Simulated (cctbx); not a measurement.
**What is wrong with this refinement?**

Cell a = 16.1670 Å, b = 6.4410 Å, c = 8.1160 Å, α = 90.00°, β = 90.00°, γ = 90.00°; space group Pnma (no. 62).

The data are simulated with cctbx, not measured: Mo Kα, λ = 0.71073 Å, to d = 0.75 Å, 50 % of the full sphere, strongest reflection 20000 counts, noise from counting, a 4 % proportional error and a noise floor of 2 counts (s.d.); no absorption.

An isotropic refinement with weights 1/σ² prints:

```text
Rint 0.038, 1111 unique reflections to 0.75 A
cycle     R1     wR2    GooF  max shift (A)
   1  0.6953  0.9391  23.057   0.67095
   4  0.0195  0.0482   1.184   0.00014
final R1 0.0195 wR2 0.0482 GooF 1.184  parameters 36  data/parameter 30.9
atom        x        y        z      Ueq    occ   su(xyz)  su(Uiso or U11)
Sn1    0.38520  0.75000  0.61320   0.0052  1.000  0.00003  0.0001
Mo1    0.00000  0.00000  0.50000   0.0040  1.000  0.00000  0.0001
Zn1    0.18571  0.25000  0.49025   0.0066  1.000  0.00006  0.0001
P1     0.28948  0.25000  0.10547   0.0079  1.000  0.00013  0.0002
P2     0.43642  0.25000  0.61791   0.0077  1.000  0.00013  0.0002
O1     0.28347  0.75000  0.46933   0.0070  1.000  0.00036  0.0005
O2     0.99614  0.25000  0.03744   0.0050  1.000  0.00035  0.0005
O3     0.12241  0.93987  0.09772   0.0061  1.000  0.00032  0.0004
O4     0.25377  0.75000  0.77719   0.0087  1.000  0.00037  0.0005
O5     0.42234  0.75000  0.86038   0.0055  1.000  0.00033  0.0005
O6     0.98224  0.25000  0.71830   0.0061  1.000  0.00034  0.0005
O7     0.16032  0.53988  0.57795   0.0101  1.000  0.00033  0.0004
difference map: max 0.98 min -1.84 rms 0.16
Q1    0.2044  0.2500  0.4474    4    1.00  0.46 A from Zn1
Q2    0.1652  0.2500  0.5377    4    1.00  0.51 A from Zn1
Q3    0.1229  0.2500  0.0573    4    0.81  0.47 A from Sn1
Q4    0.0506  0.7500  0.0543    4    0.75  0.56 A from P2
Q5    0.1858  0.1768  0.4874    8    0.73  0.47 A from Zn1
Q6    0.0800  0.7500  0.1644    4    0.72  0.46 A from P2
```

Q: Accept it or mend it, and why?

It can stand. The set-up had a fault (start far from the minimum), but the refinement still reached the right minimum: R1 = 0.0195, wR2 = 0.0482, GooF = 1.18 against R1 = 0.0195, wR2 = 0.0482, GooF = 1.18 for the right model.

The compound is ZnSnMoP2O9. The right model at the same level gives:

```text
Rint 0.038, 1111 unique reflections to 0.75 A
cycle     R1     wR2    GooF  max shift (A)
   1  0.2082  0.4912  12.060   0.13091
   3  0.0195  0.0482   1.184   0.00000
final R1 0.0195 wR2 0.0482 GooF 1.184  parameters 36  data/parameter 30.9
atom        x        y        z      Ueq    occ   su(xyz)  su(Uiso or U11)
Sn1    0.38520  0.75000  0.61320   0.0052  1.000  0.00003  0.0001
Mo1    0.00000  0.00000  0.50000   0.0040  1.000  0.00000  0.0001
Zn1    0.18571  0.25000  0.49025   0.0066  1.000  0.00006  0.0001
P1     0.28948  0.25000  0.10547   0.0079  1.000  0.00013  0.0002
P2     0.43642  0.25000  0.61791   0.0077  1.000  0.00013  0.0002
O1     0.28347  0.75000  0.46933   0.0070  1.000  0.00036  0.0005
O2     0.99614  0.25000  0.03744   0.0050  1.000  0.00035  0.0005
O3     0.12241  0.93987  0.09772   0.0061  1.000  0.00032  0.0004
O4     0.25377  0.75000  0.77719   0.0087  1.000  0.00037  0.0005
O5     0.42234  0.75000  0.86038   0.0055  1.000  0.00033  0.0005
O6     0.98224  0.25000  0.71830   0.0061  1.000  0.00034  0.0005
O7     0.16032  0.53988  0.57795   0.0101  1.000  0.00033  0.0004
difference map: max 0.98 min -1.84 rms 0.16
Q1    0.2044  0.2500  0.4474    4    1.00  0.46 A from Zn1
Q2    0.1652  0.2500  0.5377    4    1.00  0.51 A from Zn1
Q3    0.1229  0.2500  0.0573    4    0.81  0.47 A from Sn1
Q4    0.0506  0.7500  0.0543    4    0.75  0.56 A from P2
Q5    0.1858  0.1768  0.4874    8    0.73  0.47 A from Zn1
Q6    0.0800  0.7500  0.1644    4    0.72  0.46 A from P2
```

This is a model crystal, built by substitution and not relaxed, with assumed displacement parameters.

[Middle refinement cycles are left out of these outputs.]

[Logs are printed without paths, hosts, clocks, repeated set-up lines and the standing remarks that a program may print on its own settings, such as how far it seeks lower states.]
